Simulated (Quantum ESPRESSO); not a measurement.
The S K edge of atom 3 in NdS2 (P4/nmm), with 1 Nd at 2.92 Å and 4 Nd at 2.94 Å (5-fold, site symmetry 4mm), was computed in 2 ways: excited-electron core hole (neutral cell) and no core hole. Program and functional: Quantum ESPRESSO XSpectra, LDA, without spin-orbit coupling, Lorentzian half width 0.3 eV up to 4 eV, rising linearly to 2.5 eV at 25 eV; cells of 6 and 12 atoms (the run without a hole in the smaller).

Each run is counted from its own lowest empty level or Fermi level and scaled to a mean of 1 over its first 20 eV.

| E (eV) | run 1 | run 2 |
| --- | --- | --- |
| -2.00 | 0.04 | 0.03 |
| -1.25 | 0.05 | 0.04 |
| -0.50 | 0.08 | 0.06 |
| 0.25 | 0.20 | 0.17 |
| 1.00 | 0.33 | 0.22 |
| 1.75 | 0.86 | 0.21 |
| 2.50 | 1.20 | 0.44 |
| 3.25 | 1.81 | 0.77 |
| 4.00 | 1.91 | 1.03 |
| 4.75 | 1.11 | 1.64 |
| 5.50 | 0.82 | 1.80 |
| 6.25 | 0.78 | 1.37 |
| 7.00 | 1.03 | 0.99 |
| 7.75 | 1.18 | 0.97 |
| 8.50 | 1.24 | 1.17 |
| 9.25 | 1.24 | 1.26 |
| 10.00 | 1.12 | 1.31 |
| 10.75 | 1.01 | 1.38 |
| 11.50 | 0.93 | 1.28 |
| 12.25 | 0.83 | 1.16 |
| 13.00 | 0.78 | 1.03 |
| 13.75 | 0.79 | 0.91 |
| 14.50 | 0.84 | 0.85 |
| 15.25 | 0.91 | 0.86 |
| 16.00 | 0.99 | 0.90 |
| 16.75 | 1.03 | 0.96 |
| 17.50 | 1.04 | 1.03 |
| 18.25 | 1.04 | 1.07 |
| 19.00 | 1.01 | 1.08 |
| 19.75 | 0.99 | 1.08 |
| 20.50 | 0.95 | 1.07 |
| 21.25 | 0.91 | 1.04 |
| 22.00 | 0.89 | 1.01 |
| 22.75 | 0.87 | 0.98 |
| 23.50 | 0.88 | 0.95 |
| 24.25 | 0.89 | 0.94 |
| 25.00 | 0.89 | 0.94 |
| 25.75 | 0.90 | 0.94 |
| 26.50 | 0.89 | 0.93 |
| 27.25 | 0.89 | 0.92 |
| 28.00 | 0.88 | 0.91 |
| 28.75 | 0.87 | 0.90 |
| 29.50 | 0.86 | 0.89 |
| 30.25 | 0.86 | 0.89 |
| 31.00 | 0.87 | 0.88 |
| 31.75 | 0.89 | 0.88 |

**Question.** Which run is which?

Run 1: excited-electron core hole (neutral cell) (area from −2 to 6 eV 6.3, main maxima 3.8 eV (2.08), 9.0 eV (1.26) and 17.5 eV (1.04)). Run 2: no core hole (area from −2 to 6 eV 5.0, main maxima 5.2 eV (1.89), 10.7 eV (1.38) and 19.2 eV (1.08)). With each curve scaled to its own mean, the area from −2 to 6 eV with the hole is 6.3 against 5.0, and the centre of weight from −1 to 20 eV moves by -0.7 eV: the hole pulls the absorber's empty states down.

[Hosts, paths, dates, database ids (printed as entryN), source tags and the programs' standing remarks are cut or masked in the printed files.]

[Lists of maxima count a maximum above −3 eV only where it reaches 4 % of the highest in the window and stands out from its surroundings by 2 % of it (1.5 % where it reaches 55 %); shoulders and weaker maxima are passed over, and of the rest the first, up to two pre-edge ones and the few strongest are named.]
